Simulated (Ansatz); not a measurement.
## Sn (I4_1/amd): phonon-mediated transition temperature

Wanted: λ, ω_log and Tc of Sn (I4_1/amd). The cell shown first is a relaxed one, from steps not shown here.

Main program and level: Ansatz 0.2.0; DFT PBE, scalar-relativistic, plane waves, PAW; PAW set soft_1.

The experiments to compare with:

For Sn (bulk crystal), “List of superconductors” (2026, Wikipedia's table of superconducting elements, as read in December) quotes earlier work: superconducting transition temperature (bulk, normal pressure) 3.72 K.

This is a report of a sequence of runs, with most program output left out.

In doubt: the program doubts the meshes or the phonons of the coupling sums, which bears on λ, Tc and transport values.

## Step 1: The cell after earlier relaxation steps

It takes space group I4_1/amd (No. 141, tetragonal). Conventional cell: a = 5.972 Å, b = 5.972 Å, c = 3.188 Å, α = 90.00°, β = 90.00°, γ = 90.00°. Nearest to Sn lie 6 Sn at 3.09 to 3.19 Å.

## Step 2: Electron–phonon run: q 3×3×3, k 9×9×9, scattering 16×16×16

The run that gives the couplings also evaluates McMillan's and Allen and Dynes's formulas and, where asked, the Eliashberg equations, over a range of μ*.

File input.yaml:

```yaml
crystal:
  lattice:
    - [-2.9857795136, 2.9857795136, 1.5940862964]
    - [2.9857795136, -2.9857795136, 1.5940862964]
    - [2.9857795136, 2.9857795136, -1.5940862964]
  atoms:
    - { symbol: Sn, position: [0.75, 0.25, 0.5] }
    - { symbol: Sn, position: [0.0, 0.0, 0.0] }
kpoints:
  mp_grid: { grid: [9, 9, 9] }
hamiltonian:
  xc: pbe
  pseudopotentials: { kind: paw, azcp: { folder: soft_1 } }
scf:
  occupations: { method: methfessel_paxton, width: 0.2 }
output:
  eigenvalues: true
phonons:
  method: dfpt
  qmesh: [3, 3, 3]
  temperatures: { t_max: 1000, t_step: 50 }
  qpath:
    path:
      - [[0.0, 0.0, 0.0], [0.0, 0.0, 0.5], [-0.5, 0.5, 0.5], [0.0, 0.0, 0.0]]
      - [[0.0, 0.0, 0.5], [0.25, 0.25, 0.25], [0.0, 0.5, 0.0], [0.0, 0.0, 0.0]]
    npoints: 6
  electrical_resistivity:
    mesh: [16, 16, 16]
    temperatures: [20.0, 50.0, 80.0, 100.0, 150.0, 200.0, 273.0, 300.0, 400.0, 500.0, 600.0, 800.0]
  superconductivity: { mesh: [16, 16, 16] }
```

On the command line:

```sh
$ ansatz run input.yaml --threads 16 --pin off --max-ram 92160MiB --backend cuda --events-out ev --progress --plain --runs-dir out --max-vram 78GiB
```

The job ended after 60 s (1 × NVIDIA GB200 with 16 threads of Arm Neoverse V2, shared host; peak memory 5.2 GiB).

This step gave:

| Item | Value |
| --- | --- |
| volume per atom | 28.42 Å³/atom |
| metallic on mesh | yes |
| gap on the k-mesh | 0 eV |
| zero-point energy | 0.02881 eV/cell |
| share of imaginary modes in the plain interpolation between solved wavevectors | 0.0077 |
| highest frequency, solved or plainly interpolated | 132.2 cm⁻¹ |
| resistivity at 300 K | 12.32 μΩ cm, mean of the axes |
| coupling constant λ | 0.8764 |
| density of states at the Fermi level | 0.5002 states/eV a spin and cell |
| log mean phonon energy ħω_log | 7.225 meV |
| transport coupling constant λ_tr | 0.7718, 0.7718, 0.942 (xx, yy, zz) |
| Drude plasma energy | 9.261, 9.261, 8.313 eV (xx, yy, zz) |
| resistivity times mean free path | 7.919, 7.919, 9.37 × 10⁻¹⁶ Ω m² (xx, yy, zz) |
| second-moment phonon energy ħω₂ | 9.261 meV |
| coupling λ by branch | 0.215, 0.182, 0.157, 0.121, 0.102, 0.0991 (branches by rank of frequency) |

Transition temperatures:

```csv
μ*,McMillan Tc (K),Allen–Dynes Tc (K),isotropic Fermi-surface Tc (K),isotropic full bandwidth Tc (K),anisotropic Fermi-surface Tc (K),anisotropic full bandwidth Tc (K),anisotropic narrow window Tc (K)
0.08,5.23,5.56,5.27,5.27,5.36,5.36,5.36
0.1,4.68,4.95,4.59,4.59,4.69,4.69,4.69
0.12,4.15,4.37,3.96,3.96,4.06,4.06,4.06
0.13,3.89,4.08,3.66,3.66,3.76,3.76,3.76
0.14,3.64,3.81,3.37,3.37,3.47,3.47,3.47
0.16,3.15,3.28,2.83,2.83,2.94,2.94,2.94
0.2,2.25,2.33,1.91,1.91,2.02,2.02,2.02
```

## Step 3: Coupling and resistivity: q 4×4×4, k 12×12×12, scattering 20×20×20

The next rung changes the q mesh, which sets the reach of the force constants and couplings; the k mesh of the density and its response; the scattering mesh, which samples the Fermi surface.

input.yaml, the sections that differ from step 2:

```yaml
kpoints:
  mp_grid: { grid: [12, 12, 12] }
phonons:
  method: dfpt
  qmesh: [4, 4, 4]
  temperatures: { t_max: 1000, t_step: 50 }
  qpath:
    path:
      - [[0.0, 0.0, 0.0], [0.0, 0.0, 0.5], [-0.5, 0.5, 0.5], [0.0, 0.0, 0.0]]
      - [[0.0, 0.0, 0.5], [0.25, 0.25, 0.25], [0.0, 0.5, 0.0], [0.0, 0.0, 0.0]]
    npoints: 6
  electrical_resistivity:
    mesh: [20, 20, 20]
    temperatures: [20.0, 50.0, 80.0, 100.0, 150.0, 200.0, 273.0, 300.0, 400.0, 500.0, 600.0, 800.0]
  superconductivity: { mesh: [20, 20, 20] }
# crystal, hamiltonian, scf, output: as in step 2
```

The job ended after 2.2 min (1 × NVIDIA GB200 with 16 threads; peak memory 8.9 GiB; 18 min of CPU time).

Numbers from this step:

```
zero-point energy                                                              : 0.02871 eV/cell
share of imaginary modes in the plain interpolation between solved wavevectors : 0.0042
highest frequency, solved or plainly interpolated                              : 123.7 cm⁻¹
resistivity at 300 K                                                           : 12.55 μΩ cm, mean of the axes
coupling constant λ                                                            : 0.8865
density of states at the Fermi level                                           : 0.5012 states/eV a spin and cell
log mean phonon energy ħω_log                                                  : 7.19 meV
transport coupling constant λ_tr                                               : 0.7821, 0.7821, 0.9659 (xx, yy, zz)
Drude plasma energy                                                            : 9.274, 9.274, 8.299 eV (xx, yy, zz)
resistivity times mean free path                                               : 7.893, 7.893, 9.33 × 10⁻¹⁶ Ω m² (xx, yy, zz)
second-moment phonon energy ħω₂                                                : 9.227 meV
coupling λ by branch                                                           : 0.22, 0.185, 0.159, 0.122, 0.103, 0.0987 (branches by rank of frequency)
```

Transition temperatures:

```csv
μ*,McMillan Tc (K),Allen–Dynes Tc (K),isotropic Fermi-surface Tc (K),isotropic full bandwidth Tc (K),anisotropic Fermi-surface Tc (K),anisotropic full bandwidth Tc (K),anisotropic narrow window Tc (K)
0.08,5.31,5.65,5.36,5.36,5.45,5.45,5.45
0.1,4.76,5.03,4.67,4.67,4.77,4.77,4.77
0.12,4.23,4.45,4.04,4.04,4.14,4.14,4.14
0.13,3.97,4.17,3.73,3.73,3.84,3.84,3.84
0.14,3.71,3.89,3.45,3.45,3.55,3.55,3.55
0.16,3.22,3.36,2.9,2.9,3.01,3.01,3.01
0.2,2.31,2.4,1.97,1.97,2.09,2.09,2.09
```

## Step 4: Electron–phonon run: q 4×4×4, k 20×20×20, scattering 28×28×28

The next rung changes the k mesh of the density and its response; the scattering mesh, which samples the Fermi surface.

Edit input.yaml of step 3 so:

```diff
@@ -9,3 +9,3 @@
 kpoints:
-  mp_grid: { grid: [12, 12, 12] }
+  mp_grid: { grid: [20, 20, 20] }
 hamiltonian:
@@ -27,4 +27,4 @@
   electrical_resistivity:
-    mesh: [20, 20, 20]
+    mesh: [28, 28, 28]
     temperatures: [20.0, 50.0, 80.0, 100.0, 150.0, 200.0, 273.0, 300.0, 400.0, 500.0, 600.0, 800.0]
-  superconductivity: { mesh: [20, 20, 20] }
+  superconductivity: { mesh: [28, 28, 28] }
```

It took 5.2 min on 1 × NVIDIA GB200 with 16 threads; peak memory 13 GiB; 61 min of CPU time.

Numbers from this step:

| Quantity | Value |
| --- | --- |
| zero-point energy | 0.02880 eV/cell |
| share of imaginary modes in the plain interpolation between solved wavevectors | 0.0017 |
| highest frequency, solved or plainly interpolated | 125.3 cm⁻¹ |
| Debye temperature (second moment) | 155 K |
| resistivity at 300 K | 12.57 μΩ cm, mean of the axes |
| coupling constant λ | 0.8847 |
| density of states at the Fermi level | 0.5 states/eV a spin and cell |
| log mean phonon energy ħω_log | 7.224 meV |
| transport coupling constant λ_tr | 0.7821, 0.7821, 0.9652 (xx, yy, zz) |
| Drude plasma energy | 9.266, 9.266, 8.284 eV (xx, yy, zz) |
| resistivity times mean free path | 7.869, 7.869, 9.457 × 10⁻¹⁶ Ω m² (xx, yy, zz) |
| second-moment phonon energy ħω₂ | 9.238 meV |
| coupling λ by branch | 0.217, 0.184, 0.159, 0.121, 0.103, 0.0992 (branches by rank of frequency) |

Transition temperatures:

```csv
μ*,McMillan Tc (K),Allen–Dynes Tc (K),isotropic Fermi-surface Tc (K),isotropic full bandwidth Tc (K),anisotropic Fermi-surface Tc (K),anisotropic full bandwidth Tc (K),anisotropic narrow window Tc (K)
0.08,5.31,5.65,5.36,5.36,5.45,5.45,5.45
0.1,4.76,5.04,4.67,4.67,4.77,4.77,4.77
0.12,4.23,4.45,4.04,4.04,4.14,4.14,4.14
0.13,3.97,4.17,3.73,3.73,3.84,3.84,3.84
0.14,3.71,3.89,3.45,3.44,3.55,3.55,3.55
0.16,3.22,3.36,2.9,2.9,3.01,3.01,3.01
0.2,2.31,2.4,1.97,1.97,2.09,2.09,2.09
```

Table of Eliashberg function α²F by phonon energy; read off at these points:

```csv
phonon energy (meV),α²F,α²F tr
0.06,0,0
0.42,2.0e-4,0
0.91,0.0017,4.0e-4
1.27,0.0037,0.0012
1.76,0.0086,0.0037
2.12,0.0157,0.0084
2.60,0.0665,0.0511
2.97,0.183,0.141
3.33,0.194,0.151
3.82,0.233,0.206
4.18,0.186,0.159
4.67,0.182,0.152
5.03,0.174,0.149
5.51,0.178,0.152
5.88,0.177,0.153
6.24,0.180,0.158
6.72,0.195,0.176
7.09,0.188,0.167
7.57,0.220,0.206
7.94,0.246,0.243
8.42,0.200,0.192
8.79,0.162,0.151
9.15,0.310,0.339
9.27,0.300,0.325
9.63,0.284,0.297
10.00,0.235,0.242
10.48,0.235,0.243
10.85,0.28,0.288
11.33,0.315,0.322
11.45,0.347,0.365
11.69,0.267,0.271
12.18,0.460,0.505
12.54,0.515,0.555
12.90,0.559,0.649
13.27,0.728,0.849
13.39,0.623,0.738
13.63,0.740,0.859
13.75,0.465,0.510
14.24,0.498,0.526
14.36,0.529,0.544
14.60,0.444,0.425
15.09,0.173,0.212
15.45,0.078,0.0778
```

Anisotropic full-bandwidth solution, weighted at the Fermi level. Gaps:

```csv
mu*,T (K),mean gap (meV),5 % (meV),95 % (meV),mean Z
0.1,1.19,0.772,0.642,0.89,1.86
0.1,2.39,0.741,0.617,0.854,1.86
0.1,3.58,0.605,0.505,0.699,1.87
0.1,4.29,0.412,0.345,0.478,1.88
0.13,0.96,0.609,0.492,0.712,1.87
0.13,1.92,0.583,0.472,0.683,1.87
0.13,2.88,0.475,0.385,0.558,1.87
0.13,3.45,0.324,0.263,0.38,1.88
0.16,0.753,0.468,0.367,0.557,1.87
0.16,1.51,0.448,0.351,0.534,1.87
0.16,2.26,0.364,0.285,0.435,1.88
0.16,2.71,0.248,0.194,0.296,1.88
```

The dTc/da2F by phonon energy:

```csv
phonon energy (meV),dTc/da2F (K/meV)
0.5,1.58
1.0,2.75
1.5,3.43
2.0,3.74
2.5,3.83
3.0,3.80
3.5,3.71
4.0,3.59
4.5,3.46
5.0,3.33
5.5,3.19
6.0,3.07
6.5,2.95
7.0,2.82
7.5,2.71
8.0,2.61
8.5,2.51
9.0,2.41
9.5,2.33
10.0,2.25
10.5,2.17
11.0,2.09
11.5,2.03
12.0,1.96
12.5,1.89
13.0,1.83
13.5,1.78
14.0,1.72
14.5,1.68
15.0,1.63
```

Table of share of the Fermi-level states by lambda of a state:

```csv
lambda of a state,share of the Fermi-level states
0.627,0.0202
0.651,0.0264
0.675,0.0236
0.699,0.0207
0.723,0.0154
0.747,0.0188
0.771,0.0421
0.795,0.0398
0.819,0.0668
0.843,0.0607
0.867,0.106
0.891,0.129
0.915,0.0889
0.939,0.0807
0.963,0.078
0.986,0.0572
1.010,0.0246
1.030,0.0256
1.060,0.0256
1.080,0.0196
1.110,0.0112
1.130,0.0147
1.150,0.0043
1.180,1.0e-4
```

Between step 3 and this run (k-mesh 20×20×20 and scattering mesh 28×28×28) the value for the coupling constant λ moves from 0.886 to 0.885.

## Step 5: Outcome

- meshes: q 4×4×4, k 20×20×20, scattering 28×28×28
- coupling constant λ: 0.885
- log mean phonon energy ħω_log: 7.22 meV
- Allen–Dynes Tc at μ* = 0.1: 5.04 K
- Allen–Dynes Tc at μ* = 0.13: 4.17 K
- anisotropic Eliashberg Tc at μ* = 0.1: 4.77 K
- anisotropic Eliashberg Tc at μ* = 0.13: 3.84 K

In words: In the last run (PBE, q 4×4×4, k 20×20×20, scattering 28×28×28), with λ = 0.88 and ħω_log = 7.22 meV, Tc at μ* = 0.13 is 4.0 K by McMillan's formula, 4.2 K by Allen and Dynes's and 3.8 K by the anisotropic Eliashberg equations. Allen and Dynes's formula meets the measured 3.72 K at μ* near 0.15. Raising μ* from 0.10 to 0.16 lowers the Allen–Dynes value from 5.0 to 3.4 K. The mean gap at a quarter of Tc gives 2Δ/k_B Tc = 3.68, against 3.53 in weak-coupling theory. The gap spreads from 0.49 to 0.71 meV over nine tenths of the Fermi surface. By the run's own test λ is not converged in the fine mesh: it moves by 2 % between the two finest, and by up to 14 % in the other runs. The run's transport test calls it not converged in the mesh; ρ(300 K) moves by 3 % in the component that moves most. λ of these runs moves by 2 to 14 % between their two finest meshes, and Tc by more, so small gaps between the runs or to the measured value rank nothing. In 3 of the runs shown, the last among them, the interpolated phonons dip below zero somewhere, which the program warns of. Over the runs, λ takes the values 0.876, 0.886 and 0.885, in the order shown. μ* is a typed number, phonons are harmonic, and spin fluctuations are left out; at μ* = 0.13 McMillan's formula turns 1 % in λ into about 2.1 % in Tc.

Calculation against experiment:

| quantity | measured | Allen–Dynes, PBE, q 3×3×3, fine 16×16×16 | Eliashberg, PBE, q 3×3×3, fine 16×16×16 | Allen–Dynes, PBE, q 4×4×4, fine 20×20×20 | Eliashberg, PBE, q 4×4×4, fine 20×20×20 | Allen–Dynes, PBE, q 4×4×4, fine 28×28×28 | Eliashberg, PBE, q 4×4×4, fine 28×28×28 |
| --- | --- | --- | --- | --- | --- | --- | --- |
| superconducting transition temperature (μ* = 0.13) (kelvin) | 3.72 | 4.08 (+9.7 %) | 3.76 (+1.1 %) | 4.17 (+12.1 %) | 3.84 (+3.2 %) | 4.17 (+12.1 %) | 3.84 (+3.2 %) |

Measured values from Wikipedia's table of superconducting elements, as read in December (2026).

How well it matches: For the superconducting transition temperature, of the levels listed nearest comes Eliashberg, PBE, q 3×3×3, fine 16×16×16 (+1.1 %) and farthest Allen–Dynes, PBE, q 4×4×4, fine 20×20×20 (+12.1 %). Limits of convergence are named above.

[Logs are printed without paths, hosts, clocks, repeated set-up lines and the standing remarks that a program may print on its own settings, such as how far it seeks lower states.]

[Hosts, paths, dates, database ids (printed as entryN), source tags and the programs' standing remarks are cut or masked in the printed files.]
